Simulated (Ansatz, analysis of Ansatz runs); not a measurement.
# A hop of H in Al5AgS8 (F-43m), charge +1

Aim: the barrier of one jump in Al5AgS8 (F-43m) at charge +1: H turning about S. The model is a cell of 56 host atoms with 1 H put in; H is the atom that moves.

Main program and level: Ansatz 0.2.0; plane-wave PAW DFT, PBEsol; nudged elastic band between two relaxed defect structures at fixed charge in a uniform background.

## (1) Set-up

The cell holds 57 atoms: 20 Al, 4 Ag, 32 S and 1 H. Its edges and angles: a = 10.073 Å, b = 10.073 Å, c = 10.073 Å, α = 90.0°, β = 90.0°, γ = 90.0°. It derives from Al5AgS8 (space group F-43m). Nearest the centre at fractional (0.681, 0.681, 0.728): H57 at 0.67 Å, S48 at 1.16 Å, Al16 at 1.78 Å, S52 at 2.38 Å, S44 at 2.38 Å, Al4 at 2.39 Å, Al12 at 2.39 Å, S56 at 2.81 Å. The cell carries charge +1.

The cell's shortest repeat is 10.1 Å.

## (2) Relaxation of the start point, charge +1

A barrier is counted from a minimum, so both ends are relaxed first. Small random displacements break the symmetry of the ideal sites, so that the defect can distort if it gains by it. The charge of +1 is set by the electron count, and a uniform background keeps the cell neutral.

The input, qp1_c56k1.start/input.yaml:

```yaml
crystal:
  lattice:
    - [10.0726001, 0.0, 0.0]
    - [0.0, 0.0, -10.0726001]
    - [0.0, 10.0726001, 0.0]
  atoms:
    - { symbol: Al, position: [0.11855736, 0.38144264, 0.61855736] }
    - { symbol: Al, position: [0.11855736, 0.88144264, 0.11855736] }
    - { symbol: Al, position: [0.61855736, 0.38144264, 0.11855736] }
    - { symbol: Al, position: [0.61855736, 0.88144264, 0.61855736] }
    - { symbol: Al, position: [0.38144264, 0.38144264, 0.88144264] }
    - { symbol: Al, position: [0.38144264, 0.88144264, 0.38144264] }
    - { symbol: Al, position: [0.88144264, 0.38144264, 0.38144264] }
    - { symbol: Al, position: [0.88144264, 0.88144264, 0.88144264] }
    - { symbol: Al, position: [0.38144264, 0.11855736, 0.61855736] }
    - { symbol: Al, position: [0.38144264, 0.61855736, 0.11855736] }
    - { symbol: Al, position: [0.88144264, 0.11855736, 0.11855736] }
    - { symbol: Al, position: [0.88144264, 0.61855736, 0.61855736] }
    - { symbol: Al, position: [0.11855736, 0.11855736, 0.88144264] }
    - { symbol: Al, position: [0.11855736, 0.61855736, 0.38144264] }
    - { symbol: Al, position: [0.61855736, 0.11855736, 0.38144264] }
    - { symbol: Al, position: [0.61855736, 0.61855736, 0.88144264] }
    - { symbol: Al, position: [0.0, 0.0, 0.5] }
    - { symbol: Al, position: [0.0, 0.5, 0.0] }
    - { symbol: Al, position: [0.5, 0.0, 0.0] }
    - { symbol: Al, position: [0.5, 0.5, 0.5] }
    - { symbol: Ag, position: [0.25, 0.25, 0.25] }
    - { symbol: Ag, position: [0.25, 0.75, 0.75] }
    - { symbol: Ag, position: [0.75, 0.25, 0.75] }
    - { symbol: Ag, position: [0.75, 0.75, 0.25] }
    - { symbol: S, position: [0.38614673, 0.11385327, 0.38614673] }
    - { symbol: S, position: [0.38614673, 0.61385327, 0.88614673] }
    - { symbol: S, position: [0.88614673, 0.11385327, 0.88614673] }
    - { symbol: S, position: [0.88614673, 0.61385327, 0.38614673] }
    - { symbol: S, position: [0.11385327, 0.11385327, 0.11385327] }
    - { symbol: S, position: [0.11385327, 0.61385327, 0.61385327] }
    - { symbol: S, position: [0.61385327, 0.11385327, 0.61385327] }
    - { symbol: S, position: [0.61385327, 0.61385327, 0.11385327] }
    - { symbol: S, position: [0.11385327, 0.38614673, 0.38614673] }
    - { symbol: S, position: [0.11385327, 0.88614673, 0.88614673] }
    - { symbol: S, position: [0.61385327, 0.38614673, 0.88614673] }
    - { symbol: S, position: [0.61385327, 0.88614673, 0.38614673] }
    - { symbol: S, position: [0.38614673, 0.38614673, 0.11385327] }
    - { symbol: S, position: [0.38614673, 0.88614673, 0.61385327] }
    - { symbol: S, position: [0.88614673, 0.38614673, 0.61385327] }
    - { symbol: S, position: [0.88614673, 0.88614673, 0.11385327] }
    - { symbol: S, position: [0.36634011, 0.13365989, 0.86634011] }
    - { symbol: S, position: [0.36634011, 0.63365989, 0.36634011] }
    - { symbol: S, position: [0.86634011, 0.13365989, 0.36634011] }
    - { symbol: S, position: [0.86634011, 0.63365989, 0.86634011] }
    - { symbol: S, position: [0.13365989, 0.13365989, 0.63365989] }
    - { symbol: S, position: [0.13365989, 0.63365989, 0.13365989] }
    - { symbol: S, position: [0.63365989, 0.13365989, 0.13365989] }
    - { symbol: S, position: [0.63365989, 0.63365989, 0.63365989] }
    - { symbol: S, position: [0.13365989, 0.36634011, 0.86634011] }
    - { symbol: S, position: [0.13365989, 0.86634011, 0.36634011] }
    - { symbol: S, position: [0.63365989, 0.36634011, 0.36634011] }
    - { symbol: S, position: [0.63365989, 0.86634011, 0.86634011] }
    - { symbol: S, position: [0.36634011, 0.36634011, 0.63365989] }
    - { symbol: S, position: [0.36634011, 0.86634011, 0.13365989] }
    - { symbol: S, position: [0.86634011, 0.36634011, 0.13365989] }
    - { symbol: S, position: [0.86634011, 0.86634011, 0.63365989] }
    - { symbol: H, position: [0.633469, 0.727899, 0.727899] }
total_charge: 1
basis:
  ecutwfc: 420
  xc_grid: 2
hamiltonian:
  xc: pbesol
kpoints:
  mp_grid: { grid: [1, 1, 1] }
scf:
  occupations: { method: fixed }
  max_iter: 100
output:
  forces: true
relax:
  f_tol: 0.02
  max_steps: 70
  random_displacement: { amplitude: 0.03, seed: 7522 }
```

Command:

```sh
$ ansatz run input.yaml --threads 4 --pin off --max-ram 14131MiB --backend cpu --events-out ev --progress --plain --runs-dir out
```

Output:

```text
The last accepted step is kept in <dir> (removed where the run ends without a failure and the disk answers)
Engine: ansatz 0.2.0, aarch64-unknown-linux-gnu
Pseudopotentials: kind: paw
Pseudopotential: Al, paw, valence charge 3, recommended cutoff 420 eV (normal), Al.paw.azcp
Pseudopotential: Ag, paw, valence charge 19, recommended cutoff 420 eV (normal), Ag.paw.azcp
Pseudopotential: S, paw, valence charge 6, recommended cutoff 420 eV (normal), S.paw.azcp
Pseudopotential: H, paw, valence charge 1, recommended cutoff 420 eV (normal), H.paw.azcp
Functional definition: PBEsol
  exchange = pbesol_x
  correlation = pbesol_c
Crystal: 57 atoms, lattice volume = 1021.939 Å³
Basis set: ecut = 420 eV, 20005 PW (Γ), exchange–correlation on 144×144×144 points (8 copies of the dense FFT grid, shifted against one another)
Bands: 221, of which v1, the nominal top of the filled ones, is band 164 counted from 1 (163 counted from 0)
Symmetry: 1 space group operations
k-points: 1
Non-local potential: Al, projectors of the file, l = 0: 2, l = 1: 2, l = 2: 1
Non-local potential: Ag, projectors of the file, l = 0: 3, l = 1: 2, l = 2: 2, l = 3: 1
Non-local potential: S, projectors of the file, l = 0: 2, l = 1: 2, l = 2: 2
Non-local potential: H, projectors of the file, l = 0: 2, l = 1: 1
PAW form: soft (Blöchl's): semilocal exchange-correlation on the pseudo side does not see the compensation charge
PAW frozen core: Al, regenerated for the run's functional, and the local potential with it (the file was generated under x = pbe(κ = 0.804, μ = 0.219515), c = pbe(β = 0.066725))
PAW frozen core: Ag, regenerated for the run's functional, and the local potential with it (the file was generated under x = pbe(κ = 0.804, μ = 0.219515), c = pbe(β = 0.066725))
PAW frozen core: S, regenerated for the run's functional, and the local potential with it (the file was generated under x = pbe(κ = 0.804, μ = 0.219515), c = pbe(β = 0.066725))
PAW one-centre angular grid: Al, 110 points (default); XC on 64 Gauss nodes
PAW one-centre angular grid: Ag, 590 points (default); XC on 64 Gauss nodes
PAW one-centre angular grid: S, 110 points (default); XC on 64 Gauss nodes
PAW one-centre angular grid: H, 110 points (default); XC on 64 Gauss nodes
Initial density: superposition of atomic densities (neutral atoms scaled as one to the charged cell's electrons: chi_scale 0, normalization atom), corrected by the library's trained network
Initial wavefunctions: pseudopotential atomic-orbital guess
Functional: x = pbesol(κ = 0.804, μ = 0.123457), c = pbesol(β = 0.046)
SCF iter   1: F=—  HF=-68971.834886 eV  |F-HF|=—  |Δ(HF+E_count)|=         —  Δρ=5.55e-3  dr2=7.70e-1  ethr=1.77e-3  ⟨swp⟩=5.0  Hψ=687  notcnv=0  defer=54
preconditioner: auto → Resta (q_TF=auto, 2.258 Å⁻¹)  ε∞=4.9  [insulator: Δε(μ)=1.081 eV  Ē_g=10.179 eV  n_scr=202 (ndim 8)  ℏωp=20.0 eV  f_vac=0.000  ε∞_Penn≈4.9]
SCF iter   2: F=—  HF=-68971.681405 eV  |F-HF|=—  |Δ(HF+E_count)|=   1.53e-1  Δρ=2.68e-3  dr2=1.17e-1  ethr=2.35e-4  ⟨swp⟩=3.0  Hψ=317  notcnv=0  defer=55
SCF iter   3: F=—  HF=-68971.660984 eV  |F-HF|=—  |Δ(HF+E_count)|=   2.04e-2  Δρ=1.19e-3  dr2=3.19e-2  ethr=3.57e-5  ⟨swp⟩=3.0  Hψ=332  notcnv=0  defer=45
automatic band count: iteration 3 solves 211 bands in place of 221: the levels show a gap, and the empty bands left out lie too high to hold charge; the band table lists the bands solved (type scf.n_extra_bands for more)
SCF iter   4: F=—  HF=-68971.653887 eV  |F-HF|=—  |Δ(HF+E_count)|=   7.10e-3  Δρ=3.80e-4  dr2=2.24e-3  ethr=9.74e-6  ⟨swp⟩=3.0  Hψ=320  notcnv=0  defer=45
SCF iter   5: F=—  HF=-68971.654039 eV  |F-HF|=—  |Δ(HF+E_count)|=   1.52e-4  Δρ=1.11e-4  dr2=1.57e-4  ethr=6.84e-7  ⟨swp⟩=3.0  Hψ=327  notcnv=0  defer=45
SCF iter   6: F=—  HF=-68971.654102 eV  |F-HF|=—  |Δ(HF+E_count)|=   6.32e-5  Δρ=6.58e-5  dr2=4.83e-5  ethr=4.79e-8  ⟨swp⟩=2.0  Hψ=331  notcnv=0  defer=45
SCF iter   7: F=-68971.654098 eV  HF=-68971.654102 eV  |F-HF|=4.17e-6  |Δ(HF+E_count)|=   7.76e-7  Δρ=2.73e-5  dr2=8.67e-6  ethr=3.05e-9  ⟨swp⟩=3.0  Hψ=711  notcnv=0
SCF 1 converged in 7 iterations: F = -68971.654098 eV  dr2 = 8.67e-6
  greatest PAW one-centre occupation: 1.001 electrons in one spin orbital (limit 2), on the Ag atom at site 20 (counted from 0), in its partial waves of l = 0
relax step   1: F+E_penalty+E_count = -68971.65409752 eV  Δ(F+E_penalty+E_count) = +0.000e0 eV  max|allowed force component| = 2.055e0 eV/Å  Δτ_max = 0.0000 Å  (7 SCF iters, dr2 threshold 1.00e-5 eV, accepted)
[... the SCF cycles and remarks between the steps are left out from here to the last step ...]
relax step   2: F+E_penalty+E_count = -68972.60541331 eV  Δ(F+E_penalty+E_count) = -9.513e-1 eV  max|allowed force component| = 8.784e-1 eV/Å  Δτ_max = 0.1965 Å  (5 SCF iters, dr2 threshold 1.00e-4 eV, accepted)
relax step   3: F+E_penalty+E_count = -68972.88683754 eV  Δ(F+E_penalty+E_count) = -2.814e-1 eV  max|allowed force component| = 5.604e-1 eV/Å  Δτ_max = 0.1933 Å  (5 SCF iters, dr2 threshold 4.82e-5 eV, accepted)
relax step   4: F+E_penalty+E_count = -68973.04622354 eV  Δ(F+E_penalty+E_count) = -1.594e-1 eV  max|allowed force component| = 6.243e-1 eV/Å  Δτ_max = 0.2000 Å  (5 SCF iters, dr2 threshold 5.74e-5 eV, accepted)
relax step   5: F+E_penalty+E_count = -68973.18896579 eV  Δ(F+E_penalty+E_count) = -1.427e-1 eV  max|allowed force component| = 3.291e-1 eV/Å  Δτ_max = 0.1946 Å  (4 SCF iters, dr2 threshold 1.00e-4 eV, accepted)
relax step   6: F+E_penalty+E_count = -68973.29578834 eV  Δ(F+E_penalty+E_count) = -1.068e-1 eV  max|allowed force component| = 3.446e-1 eV/Å  Δτ_max = 0.1949 Å  (5 SCF iters, dr2 threshold 3.01e-5 eV, accepted)
relax step   7: F+E_penalty+E_count = -68973.37518401 eV  Δ(F+E_penalty+E_count) = -7.940e-2 eV  max|allowed force component| = 2.233e-1 eV/Å  Δτ_max = 0.1904 Å  (5 SCF iters, dr2 threshold 3.30e-5 eV, accepted)
relax step   8: F+E_penalty+E_count = -68973.43417612 eV  Δ(F+E_penalty+E_count) = -5.899e-2 eV  max|allowed force component| = 1.748e-1 eV/Å  Δτ_max = 0.1940 Å  (5 SCF iters, dr2 threshold 2.09e-5 eV, accepted)
relax step   9: F+E_penalty+E_count = -68973.48224977 eV  Δ(F+E_penalty+E_count) = -4.807e-2 eV  max|allowed force component| = 2.197e-1 eV/Å  Δτ_max = 0.1754 Å  (5 SCF iters, dr2 threshold 1.28e-5 eV, accepted)
relax step  10: F+E_penalty+E_count = -68973.53937588 eV  Δ(F+E_penalty+E_count) = -5.713e-2 eV  max|allowed force component| = 1.618e-1 eV/Å  Δτ_max = 0.1957 Å  (5 SCF iters, dr2 threshold 2.96e-5 eV, accepted)
relax step  11: F+E_penalty+E_count = -68973.56183221 eV  Δ(F+E_penalty+E_count) = -2.246e-2 eV  max|allowed force component| = 3.354e-1 eV/Å  Δτ_max = 0.1973 Å  (6 SCF iters, dr2 threshold 1.42e-5 eV, accepted)
relax step  12: F+E_penalty+E_count = -68973.56941309 eV  Δ(F+E_penalty+E_count) = -7.581e-3 eV  max|allowed force component| = 2.073e-1 eV/Å  Δτ_max = 0.0519 Å  (4 SCF iters, dr2 threshold 6.10e-5 eV, accepted)
relax step  13: F+E_penalty+E_count = -68973.57563676 eV  Δ(F+E_penalty+E_count) = -6.224e-3 eV  max|allowed force component| = 1.985e-1 eV/Å  Δτ_max = 0.1042 Å  (5 SCF iters, dr2 threshold 1.64e-5 eV, accepted)
relax step  14: F+E_penalty+E_count = -68973.57790007 eV  Δ(F+E_penalty+E_count) = -2.263e-3 eV  max|allowed force component| = 6.871e-2 eV/Å  Δτ_max = 0.0601 Å  (5 SCF iters, dr2 threshold 1.50e-5 eV, accepted)
relax step  15: F+E_penalty+E_count = -68973.57835221 eV  Δ(F+E_penalty+E_count) = -4.521e-4 eV  max|allowed force component| = 3.048e-2 eV/Å  Δτ_max = 0.0179 Å  (6 SCF iters, dr2 threshold 5.65e-7 eV, accepted)
SCF iter   1: F=—  HF=-68973.578197 eV  |F-HF|=—  |Δ(HF+E_count)|=         —  Δρ=2.61e-4  dr2=4.93e-4  ethr=1.78e-6  ⟨swp⟩=3.0  Hψ=379  notcnv=0  defer=45
automatic band count: iteration 1 solves 211 bands in place of 221: the levels show a gap, and the empty bands left out lie too high to hold charge; the band table lists the bands solved (type scf.n_extra_bands for more)
SCF iter   2: F=—  HF=-68973.578124 eV  |F-HF|=—  |Δ(HF+E_count)|=   7.28e-5  Δρ=1.43e-4  dr2=1.47e-4  ethr=1.50e-7  ⟨swp⟩=2.0  Hψ=220  notcnv=0  defer=45
SCF iter   3: F=—  HF=-68973.578099 eV  |F-HF|=—  |Δ(HF+E_count)|=   2.52e-5  Δρ=1.59e-5  dr2=3.23e-6  ethr=4.48e-8  ⟨swp⟩=2.0  Hψ=316  notcnv=0  defer=43
SCF iter   4: F=—  HF=-68973.578765 eV  |F-HF|=—  |Δ(HF+E_count)|=   6.67e-4  Δρ=9.67e-6  dr2=1.07e-6  ethr=9.86e-10  ⟨swp⟩=2.0  Hψ=329  notcnv=0  defer=43
SCF iter   5: F=—  HF=-68973.578765 eV  |F-HF|=—  |Δ(HF+E_count)|=   1.24e-7  Δρ=4.16e-6  dr2=2.07e-7  ethr=3.26e-10  ⟨swp⟩=2.0  Hψ=329  notcnv=0  defer=43
SCF iter   6: F=-68973.578765 eV  HF=-68973.578765 eV  |F-HF|=3.71e-9  |Δ(HF+E_count)|=   8.06e-9  Δρ=1.00e-6  dr2=1.76e-8  ethr=3.05e-11  ⟨swp⟩=4.0  Hψ=646  notcnv=0
SCF 16 converged in 6 iterations: F = -68973.578765 eV  dr2 = 1.76e-8
relax step  16: F+E_penalty+E_count = -68973.57876518 eV  Δ(F+E_penalty+E_count) = -4.130e-4 eV  max|allowed force component| = 1.521e-2 eV/Å  Δτ_max = 0.0139 Å  (6 SCF iters, accepted)
SCF converged after 6 iterations
Free energy (F): -68973.578765 eV
Harris-Foulkes:  -68973.578765 eV  (|F-HF|=3.71e-9)
Internal energy: -68973.578765 eV  (E = F + TS)
E sigma→0 (E₀):  -68973.578765 eV
Fermi energy:    6.894085 eV
--- Per-component energies (eV) ---
  E_band       = -1353.035584
  E_kinetic    = 6064.020280
  E_local      = -20369.807713  (includes V_loc(G=0)·N_el)
  E_nonlocal   = 1429.667460
  E_hartree    = 8876.515900
  E_xc         = -4628.489295
  E_vxc        = -4357.941446  (∫ρ·V_xc dr)
  E_paw        = -43123.547545  (= ΣΔE_a)
  E_vpaw       = -1872.005611  (= ΣTr[D̂ρ^β])
  E_aug_tail   = 0.000098  (compensation charges beyond the density's cutoff)
  E_ewald      = -17225.594064
  E_core_change = 3.656114  (= ΣΔE_core)
  E_smearing   = -0.000000  (= −TS)
  E_closure    = -0.000000  (closes the sum)
  E_deformation_potential = 13.658378  (in the stress; not in F)
  Σ components = -68973.578765   (vs F -68973.578765, Δ=0.00e0)
--- Forces (eV/Å), atoms counted from 1 ---
  atom   1  Al     0.00612802     0.00610813     0.00158355
  atom   2  Al    -0.00107163     0.00431950    -0.00128481
  [... 1 atom left out ...]
  atom   4  Al    -0.00332926     0.00397221     0.00523117
  [... 3 atoms left out ...]
  atom   8  Al    -0.00196847     0.00787300    -0.00247273
  [... 3 atoms left out ...]
  atom  12  Al    -0.00107999    -0.00284466     0.00574237
  [... 3 atoms left out ...]
  atom  16  Al     0.00097684     0.00412047     0.00454085
  [... 9 atoms left out ...]
  atom  26  S      0.00095058     0.00206742     0.00159562
  [... 17 atoms left out ...]
  atom  44  S     -0.00656975    -0.00509392    -0.00279615
  [... 3 atoms left out ...]
  atom  48  S     -0.00385454    -0.00543836    -0.00514944
  [... 3 atoms left out ...]
  atom  52  S      0.00248705    -0.00106262    -0.00330245
  [... 3 atoms left out ...]
  atom  56  S      0.00145105    -0.00059905    -0.00136716
  atom  57  H      0.00110450     0.00006553     0.00226272
  max |Σ_I F_I| component: 3.22e-5 eV/Å
--- Relaxed structure (16 steps of the walk, 16 accepted, 0 SCFs on fresh bases) ---
  F+E_penalty+E_count = -68973.57876518 eV   max|allowed force component| = 1.521e-2 eV/Å
  atoms:
    - { symbol: Al, position: [0.121406, 0.378662, 0.620314] }
    - { symbol: Al, position: [0.121896, 0.880892, 0.119247] }
    [... 1 atom left out ...]
    - { symbol: Al, position: [0.625038, 0.894477, 0.618221] }
    [... 3 atoms left out ...]
    - { symbol: Al, position: [0.882900, 0.882284, 0.882807] }
    [... 3 atoms left out ...]
    - { symbol: Al, position: [0.912973, 0.625914, 0.626138] }
    [... 3 atoms left out ...]
    - { symbol: Al, position: [0.624674, 0.617658, 0.894267] }
    [... 9 atoms left out ...]
    - { symbol: S, position: [0.390929, 0.612792, 0.892644] }
    [... 17 atoms left out ...]
    - { symbol: S, position: [0.869039, 0.633697, 0.865648] }
    [... 3 atoms left out ...]
    - { symbol: S, position: [0.602600, 0.629155, 0.630205] }
    [... 3 atoms left out ...]
    - { symbol: S, position: [0.635798, 0.863784, 0.864208] }
    [... 3 atoms left out ...]
    - { symbol: S, position: [0.869032, 0.865275, 0.634162] }
    - { symbol: H, position: [0.477096, 0.671603, 0.670077] }
```

It took 45 s on 4 threads of Arm Neoverse V2, shared host; peak memory 0.99 GiB.

Reading the cycles: dr2 is the Hartree energy of the density residual (eV), the measure of convergence; HF is the Harris–Foulkes estimate of the energy, which meets the free energy F at convergence.

Relaxation path:

```csv
step,energy less that of the first step (eV),largest force component (eV/Å)
1,0.0000,2.0552
2,-0.9513,0.8784
3,-1.2327,0.5604
4,-1.3921,0.6243
5,-1.5349,0.3291
6,-1.6417,0.3446
7,-1.7211,0.2233
8,-1.7801,0.1748
9,-1.8282,0.2197
10,-1.8853,0.1618
11,-1.9077,0.3354
12,-1.9153,0.2073
13,-1.9215,0.1985
14,-1.9238,0.0687
15,-1.9243,0.0305
16,-1.9247,0.0152
```

The atoms that moved most (Å, from the sites as typed, ahead of the random displacement, the mean shift of all atoms taken out):

```csv
atom,dx,dy,dz,length
H57,-1.577,-0.584,0.564,1.773
Al12,0.316,0.075,-0.077,0.334
S48,-0.314,-0.036,0.042,0.319
Al20,-0.100,-0.135,0.136,0.216
S30,0.216,0.001,-0.001,0.216
Ag22,0.139,0.067,-0.068,0.168
Al4,0.064,-0.005,-0.134,0.149
Al16,0.060,0.128,0.006,0.142
```

Neighbours of H57 at the end:

```csv
atom,distance (Å)
S48,1.394
S38,2.452
Ag22,2.470
S26,2.476
Al20,2.630
Al4,2.745
Al16,2.758
S52,3.182
```

Numbers from this step:

- free energy: -68973.5788 eV
- r.m.s. move of the farther half of the atoms: 0.02406 Å
- largest move from the ideal geometry of this structure, a common shift of the far atoms taken out: 1.802 Å

The relaxation gained 1.925 eV and ended with a largest force component of 0.015 eV/Å.

(Part 1 of 3 ends here.)

[Long decimals in the printed logs are rounded to 6 places.]

[Repeated set-up lines and some long k-point lines are left out of the logs, and relaxed atomic positions are cut to six decimals.]

[Logs are printed without paths, hosts, clocks, repeated set-up lines and the standing remarks that a program may print on its own settings, such as how far it seeks lower states.]

[Hosts, paths, dates, database ids (printed as entryN), source tags and the programs' standing remarks are cut or masked in the printed files.]
